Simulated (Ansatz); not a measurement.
**ZnIn2 (built on the sites of a database entry of MgB2): relaxing the cell for a phonon run**

Wanted: the relaxed cell of ZnIn2 (built on the sites of a database entry of MgB2).

Method: DFT PBEsol, scalar-relativistic, plane waves, norm-conserving pseudopotentials, in Ansatz 0.2.0.

The structure was built from a prototype and need not be the compound's stable phase.

### 1. Starting point

Symmetry: P6/mmm, No. 191, hexagonal system. Conventional cell: a = 3.656 Å, b = 3.656 Å, c = 4.175 Å, α = 90.00°, β = 90.00°, γ = 120.00°. Nearest to Zn lie 12 In at 2.97 Å. In has 3 In at 2.11 Å and 6 Zn at 2.97 Å nearest. Farther neighbours are not listed.

Coordinates:

```cif
data_structure
_symmetry_space_group_name_H-M 'P 1'
_symmetry_Int_Tables_number 1
_cell_length_a 3.6563
_cell_length_b 3.6563
_cell_length_c 4.1754
_cell_angle_alpha 90.000
_cell_angle_beta 90.000
_cell_angle_gamma 120.000
_cell_volume 48.34
loop_
_atom_site_label
_atom_site_type_symbol
_atom_site_fract_x
_atom_site_fract_y
_atom_site_fract_z
_atom_site_occupancy
Zn1 Zn 0.00000 0.00000 0.00000 1
In2 In 0.33333 0.66667 0.50000 1
In3 In 0.66667 0.33333 0.50000 1
```

### 2. A coarse first look

First a cheap look: the gap decides the mesh and the occupations, the pressure tells how far the cell has to move.

input.yaml reads:

```yaml
crystal:
  lattice:
    - [3.65627, 0.0, 0.0]
    - [-1.82814, 3.16642, 0.0]
    - [0.0, 0.0, 4.17538]
  atoms:
    - { symbol: Zn, position: [0.0, 0.0, 0.0] }
    - { symbol: In, position: [0.3333333333, 0.6666666667, 0.5] }
    - { symbol: In, position: [0.6666666667, 0.3333333333, 0.5] }
kpoints:
  mp_grid: { grid: [6, 6, 4] }
hamiltonian:
  xc: pbesol
  pseudopotentials: { kind: nc }
scf:
  occupations: { method: gaussian, width: 0.1 }
output:
  forces: true
  stress: true
  eigenvalues: true
```

Launch:

```sh
ansatz run input.yaml --threads 8 --pin off --max-ram 14336MiB --backend cpu --events-out ev --progress --plain --runs-dir out
```

Numbers of over 12 decimals in the logs are rounded to 6 here.

The log of the run:

```text
Engine: ansatz 0.2.0, aarch64-unknown-linux-gnu
Pseudopotentials: kind: nc
Pseudopotential: Zn, nc, valence charge 20, recommended cutoff 1142.878222 eV (normal), Zn.nc.azcp (PseudoDojo's, or run here from an input of PseudoDojo's: the run reads no file of this project's for it)
[...]
k-point 0: bands = [... 19 lower, 9.8962, 13.6545, 16.7229, 20.5325, 20.5326, 21.7240, 21.7240, 23.2432, ... 1 higher]
  k-point 1: bands = [... 19 lower, 9.8842, 11.0156, 20.3516, 20.7674, 20.7674, 22.2921, 22.2921, 23.5845, ... 1 higher]
  k-point 2: bands = [... 19 lower, 9.8982, 9.8982, 21.0452, 21.0452, 23.4480, 23.4681, 23.4682, 24.7581, ... 1 higher]
  k-point 20: bands = [... 19 lower, 11.8875, 11.9135, 11.9135, 14.7818, 15.1727, 15.1727, 27.4402, 28.7298, ... 1 higher]
[key lines of the parts left out:]
SCF converged after 7 iterations
Free energy (F): -9282.766685 eV
Fermi energy:    17.342583 eV
P = ⅓ Tr σ = 103.9395 GPa (1039.395 kbar)
```

It took 0.73 s on 8 threads of Arm Neoverse V2, shared host; peak memory 0.53 GiB; 4.4 s of CPU time.

This step gave:

- pressure: 103.9 GPa
- volume per atom: 16.11 Å³
- gap on the k-mesh: 0 eV

The coarse mesh shows no gap and a pressure of 103.9 GPa.

### 3. Rough relaxation

The start is far from rest, so a relaxation with loose tolerances brings it close first.

Edit input.yaml of step 2 so:

```diff
@@ -10,3 +10,3 @@
 kpoints:
-  mp_grid: { grid: [6, 6, 4] }
+  mp_grid: { grid: [6, 6, 6] }
 hamiltonian:
@@ -20 +20,6 @@
   eigenvalues: true
+relax:
+  adjacent_minimum: "off"
+  f_tol: 0.05
+  max_steps: 80
+  cell: { stress_tol: 0.5 }
```

The log of the run:

```text
[...]
Crystal: 3 atoms, lattice volume = 48.340 Å³
Basis set: ecut = 1142.878222 eV, 4205 PW (Γ), exchange–correlation on 90×90×96 points (8 copies of the dense FFT grid, shifted against one another)
Bands: 28, of which v1, the nominal top of the filled ones, is band 23 counted from 1 (22 counted from 0)
Symmetry: 24 space group operations
[...]
k-points: 28 of 216
[...]
F+E_penalty+E_count = -9292.34956312 eV   max|allowed force component| = 5.397e-17 eV/Å   (the final SCF, on the basis selected at the relaxed cell)
  cell:  # Å, volume = 69.2516 Å³
    - [5.008978, 3.954763030779666e-6, 0]
    - [-2.504493, 4.337901, 0]
    - [0, 0, 3.187140]
  atoms:
    - { symbol: Zn, position: [0, 0, 0] }
    - { symbol: In, position: [0.333333, 0.666667, 0.5] }
    - { symbol: In, position: [0.666667, 0.333333, 0.5] }
[key lines of the parts left out:]
SCF converged after 4 iterations
Free energy (F): -9292.349563 eV
Fermi energy:    10.893376 eV
P = ⅓ Tr σ = 0.0308 GPa (0.308 kbar)
```

Wall time 19 s (8 threads); peak memory 0.73 GiB; 2.3 min of CPU time.

The steps of the relaxation:

```
step  energy less that of the first step (eV)  largest force component (eV/Å)  pressure (GPa)  volume (Å³)
   1                                   0.0000                          0.0000          104.19        48.34
   2                                  -3.6825                          0.0000           63.48        53.20
   3                                  -6.0124                          0.0000           36.20        58.25
   4                                  -7.3936                          0.0000           17.49        62.52
   5                                  -7.9555                          0.0000            0.54        64.79
   6                                  -8.0303                          0.0000           -0.94        62.43
   7                                  -8.0332                          0.0000           -0.43        62.05
   8                                  -8.0354                          0.0000           -0.21        61.51
  9*                                  -8.5981                          0.0000           14.46        61.51
  10                                  -8.9928                          0.0000            7.75        65.25
  11                                  -9.2302                          0.0000            1.84        69.66
  12                                  -9.3821                          0.0000           -0.74        69.94
  13                                  -9.4495                          0.0000           -0.29        67.56
  14                                  -9.4485                          0.0000            0.92        66.62
  15                                  -9.4513                          0.0000           -0.19        67.67
 16*                                  -9.4886                          0.0000            1.14        67.67
  17                                  -9.4974                          0.0000            0.39        68.71
  18                                  -9.4987                          0.0000            0.03        69.25
 19*                                  -9.4988                          0.0000            0.03        69.25
```

Relaxation steps marked * repeat the geometry before them on a plane-wave basis chosen anew for their cell, so energy and pressure can jump there. Relaxation step 14 was tried and not accepted.

Forces are held to the 24 operations that the run works with; a distortion that breaks them can't arise in this run.

```
     cell as run  before  after   change
           a (Å)   3.656  5.009  +37.0 %
           b (Å)   3.656  5.009  +37.0 %
           c (Å)   4.175  3.187  -23.7 %
volume (Å³/atom)   16.11  23.08  +43.3 %
```

Final coordinates:

```xyz
3
Lattice="5.0090 0.0000 0.0000 -2.5045 4.3379 0.0000 0.0000 0.0000 3.1871" Properties=species:S:1:pos:R:3 pbc="T T T"
Zn    0.0000    0.0000    0.0000
In    0.0000    2.8919    1.5936
In    2.5045    1.4460    1.5936
```

Numbers from this step:

| Item | Value |
| --- | --- |
| pressure | 0.03078 GPa |
| volume per atom | 23.08 Å³ |

In this step the volume went from 16.11 to 23.08 Å³/atom.

### 4. Relaxation

The cell and atoms are relaxed, since residual forces and stress would shift the frequencies.

input.yaml reads:

```yaml
crystal:
  lattice:
    - [5.0089784404, 3.9548e-06, 0.0]
    - [-2.5044926451, 4.337900599, 0.0]
    - [0.0, 0.0, 3.1871398377]
  atoms:
    - { symbol: Zn, position: [0.0, 0.0, 0.0] }
    - { symbol: In, position: [0.3333333333, 0.6666666667, 0.5] }
    - { symbol: In, position: [0.6666666667, 0.3333333333, 0.5] }
kpoints:
  mp_grid: { grid: [12, 12, 14] }
hamiltonian:
  xc: pbesol
  pseudopotentials: { kind: nc }
scf:
  occupations: { method: gaussian, width: 0.1 }
output:
  forces: true
  stress: true
  eigenvalues: true
  write_density: true
  write_potential: true
  elf: true
  volumetric_format: npy
relax:
  adjacent_minimum: "off"
  f_tol: 0.005
  max_steps: 80
  cell: { stress_tol: 0.05 }
```

The log of the run:

```text
[...]
Crystal: 3 atoms, lattice volume = 69.252 Å³
Basis set: ecut = 1142.878222 eV, 6107 PW (Γ), exchange–correlation on 120×120×72 points (8 copies of the dense FFT grid, shifted against one another)
Bands: 28, of which v1, the nominal top of the filled ones, is band 23 counted from 1 (22 counted from 0)
Symmetry: 24 space group operations
[...]
k-points: 152 of 2016
[...]
SCF iter   1: F=—  HF=-9292.520538 eV  |F-HF|=—  |Δ(HF+E_count)|=         —  Δρ=2.07e-2  dr2=3.52e-1  ethr=3.10e-3  ⟨swp⟩=5.6  Hψ=16953  notcnv=0
[...]
SCF iter   9: F=-9292.390866 eV  HF=-9292.390866 eV  |F-HF|=1.89e-9  |Δ(HF+E_count)|=   9.75e-8  Δρ=2.75e-6  dr2=3.11e-9  ethr=2.17e-10  ⟨swp⟩=17.9  Hψ=41710  notcnv=0
SCF 1 converged in 9 iterations: F = -9292.390866 eV  dr2 = 3.11e-9
relax step   1: F+E_penalty+E_count = -9292.39086572 eV  Δ(F+E_penalty+E_count) = +0.000e0 eV  max|allowed force component| = 8.327e-17 eV/Å  Δτ_max = 0.0000 Å  P = +0.026 GPa  Ω = 69.252 Å³  (9 SCF iters, dr2 threshold 1.00e-7 eV, accepted)
Crystal: 3 atoms, lattice volume = 68.962 Å³
Basis set: ecut = 1142.878222 eV, 6005 PW (Γ), exchange–correlation on 120×120×72 points (8 copies of the dense FFT grid, shifted against one another)
[...]
SCF iter   5: F=-9292.419661 eV  HF=-9292.419662 eV  |F-HF|=1.04e-7  |Δ(HF+E_count)|=   3.53e-7  Δρ=1.81e-5  dr2=1.83e-7  ethr=6.52e-10  ⟨swp⟩=16.7  Hψ=44504  notcnv=0
SCF 2 converged in 5 iterations: F = -9292.419661 eV  dr2 = 1.83e-7
  Residual-converged pass: ⟨swp⟩=1.0  Hψ=4870  notcnv=0  max |occ|·‖R‖ = 7.1e-9 eV (tolerance 1.0e-8 eV)  dr2=1.83e-7  max |Δocc| = 3.9e-10
relax step   2: F+E_penalty+E_count = -9292.41966144 eV  Δ(F+E_penalty+E_count) = -2.880e-2 eV  max|allowed force component| = 5.551e-17 eV/Å  Δτ_max = 0.0000 Å  P = -0.052 GPa  Ω = 68.962 Å³  energy of the carried Pulay correction = +8.362e-6 eV  (5 SCF iters, dr2 threshold 3.00e-7 eV, accepted)
Crystal: 3 atoms, lattice volume = 67.777 Å³
Basis set: ecut = 1142.878222 eV, 6011 PW (Γ), exchange–correlation on 120×120×72 points (8 copies of the dense FFT grid, shifted against one another)
[...]
SCF iter   6: F=-9292.437328 eV  HF=-9292.437328 eV  |F-HF|=6.23e-9  |Δ(HF+E_count)|=   5.44e-8  Δρ=1.34e-5  dr2=3.63e-8  ethr=6.52e-10  ⟨swp⟩=15.2  Hψ=41018  notcnv=0
SCF 3 converged in 6 iterations: F = -9292.437328 eV  dr2 = 3.63e-8
relax step   3: F+E_penalty+E_count = -9292.43732785 eV  Δ(F+E_penalty+E_count) = -1.767e-2 eV  max|allowed force component| = 2.005e-17 eV/Å  Δτ_max = 0.0000 Å  P = +0.661 GPa  Ω = 67.777 Å³  energy of the carried Pulay correction = +4.163e-5 eV  (6 SCF iters, dr2 threshold 3.00e-7 eV, accepted)
[...]
relax step   4: F+E_penalty+E_count = -9292.43927305 eV  Δ(F+E_penalty+E_count) = -1.945e-3 eV  max|allowed force component| = 3.084e-17 eV/Å  Δτ_max = 0.0000 Å  P = -0.231 GPa  Ω = 69.036 Å³  energy of the carried Pulay correction = +7.339e-6 eV  (5 SCF iters, dr2 threshold 3.00e-7 eV, accepted)
[...]
relax step   5: F+E_penalty+E_count = -9292.43950678 eV  Δ(F+E_penalty+E_count) = -2.337e-4 eV  max|allowed force component| = 4.780e-17 eV/Å  Δτ_max = 0.0000 Å  P = +0.024 GPa  Ω = 68.654 Å³  energy of the carried Pulay correction = +1.760e-5 eV  (4 SCF iters, dr2 threshold 1.87e-7 eV, accepted)
[...]
relax step   6: F+E_penalty+E_count = -9292.43956702 eV  Δ(F+E_penalty+E_count) = -6.024e-5 eV  max|allowed force component| = 2.776e-17 eV/Å  Δτ_max = 0.0000 Å  P = +0.002 GPa  Ω = 68.688 Å³  energy of the carried Pulay correction = +1.672e-5 eV  (4 SCF iters, dr2 threshold 1.96e-8 eV, accepted)
[...]
SCF iter   6: F=-9292.439799 eV  HF=-9292.439799 eV  |F-HF|=1.82e-12  |Δ(HF+E_count)|=  5.46e-12  Δρ=4.40e-8  dr2=7.06e-13  ethr=1.00e-12  ⟨swp⟩=6.7  Hψ=20656  notcnv=0
SCF 7 converged in 6 iterations: F = -9292.439799 eV  dr2 = 7.06e-13
relax step   7: F+E_penalty+E_count = -9292.43979868 eV  Δ(F+E_penalty+E_count) = -2.317e-4 eV  max|allowed force component| = 3.007e-17 eV/Å  Δτ_max = 0.0000 Å  P = +0.021 GPa  Ω = 68.688 Å³  stress off target by 3.18e-2 GPa  SCF on the basis re-selected at this cell (its energy is not comparable with the rows above)  (6 SCF iters)
[...]
SCF converged after 6 iterations
Free energy (F): -9292.439799 eV
[...]
Internal energy: -9292.434178 eV  (E = F + TS)
E sigma→0 (E₀):  -9292.436989 eV
Entropy (-TS):   -0.005620 eV (-1.873 meV/atom)
Fermi energy:    11.063098 eV
[...]
--- Stress (GPa, compression-positive) ---
        0.031847      -0.000000       0.000000
       -0.000000       0.031847      -0.000000
        0.000000      -0.000000      -0.001305
  P = ⅓ Tr σ = 0.0208 GPa (0.208 kbar)
--- Band table (eV; the first three rows and the last of 152) ---
  k-point 0: bands = [... 19 lower, 4.3025, 8.4795, 9.4949, 9.9743, 9.9743, 10.7511, 10.7511, 18.3763, ... 1 higher]
  k-point 1: bands = [... 19 lower, 4.2882, 8.5556, 9.5629, 10.0687, 10.0687, 10.8533, 10.8533, 17.1883, ... 1 higher]
  k-point 2: bands = [... 19 lower, 4.2489, 8.7876, 9.7692, 10.3472, 10.3472, 11.1559, 11.1559, 15.1981, ... 1 higher]
  k-point 151: bands = [... 19 lower, 8.1324, 8.1324, 9.1312, 9.1353, 9.1353, 10.0055, 15.7402, 16.8892, ... 1 higher]
--- Relaxed structure (6 steps of the walk, 6 accepted, 1 SCFs on fresh bases) ---
[...]
cell:  # Å, volume = 68.6876 Å³
    - [5.162569, 4.0760322030869865e-6, 0]
    - [-2.581288, 4.470914, 0]
    - [0, 0, 2.975883]
  atoms:
    - { symbol: Zn, position: [0, 0, 0] }
    - { symbol: In, position: [0.333333, 0.666667, 0.5] }
    - { symbol: In, position: [0.666667, 0.333333, 0.5] }
```

It took 44 s on 8 threads; peak memory 1.3 GiB.

Step by step:

```
step  energy less that of the first step (eV)  largest force component (eV/Å)  pressure (GPa)  volume (Å³)
   1                                   0.0000                          0.0000            0.03        69.25
   2                                  -0.0288                          0.0000           -0.05        68.96
   3                                  -0.0465                          0.0000            0.66        67.78
   4                                  -0.0484                          0.0000           -0.23        69.04
   5                                  -0.0486                          0.0000            0.02        68.65
   6                                  -0.0487                          0.0000            0.00        68.69
  7*                                  -0.0489                          0.0000            0.02        68.69
```

Relaxation steps marked * repeat the geometry before them on a plane-wave basis chosen anew for their cell, so energy and pressure can jump there.

Forces are held to the 24 operations that the run works with; a distortion that breaks them can't arise in this run.

```
conventional cell, symmetrised  before  after  change
                         a (Å)   5.009  5.163  +3.1 %
                         b (Å)   5.009  5.163  +3.1 %
                         c (Å)   3.187  2.976  -6.6 %
              volume (Å³/atom)   23.08  22.90  -0.8 %
```

Final coordinates:

```
Zn In
1.0
     5.16257    0.00000    0.00000
    -2.58129    4.47091    0.00000
     0.00000    0.00000    2.97588
Zn In
1 2
Cartesian
  0.0000 0.0000 0.0000
  0.0000 2.9806 1.4879
  2.5813 1.4903 1.4879
```

Numbers from this step:

* pressure: 0.02080 GPa
* volume per atom: 22.90 Å³

(Part 1 of 2 ends here.)

[Logs are printed without paths, hosts, clocks, repeated set-up lines and the standing remarks that a program may print on its own settings, such as how far it seeks lower states.]

[Hosts, paths, dates, database ids (printed as entryN), source tags and the programs' standing remarks are cut or masked in the printed files.]
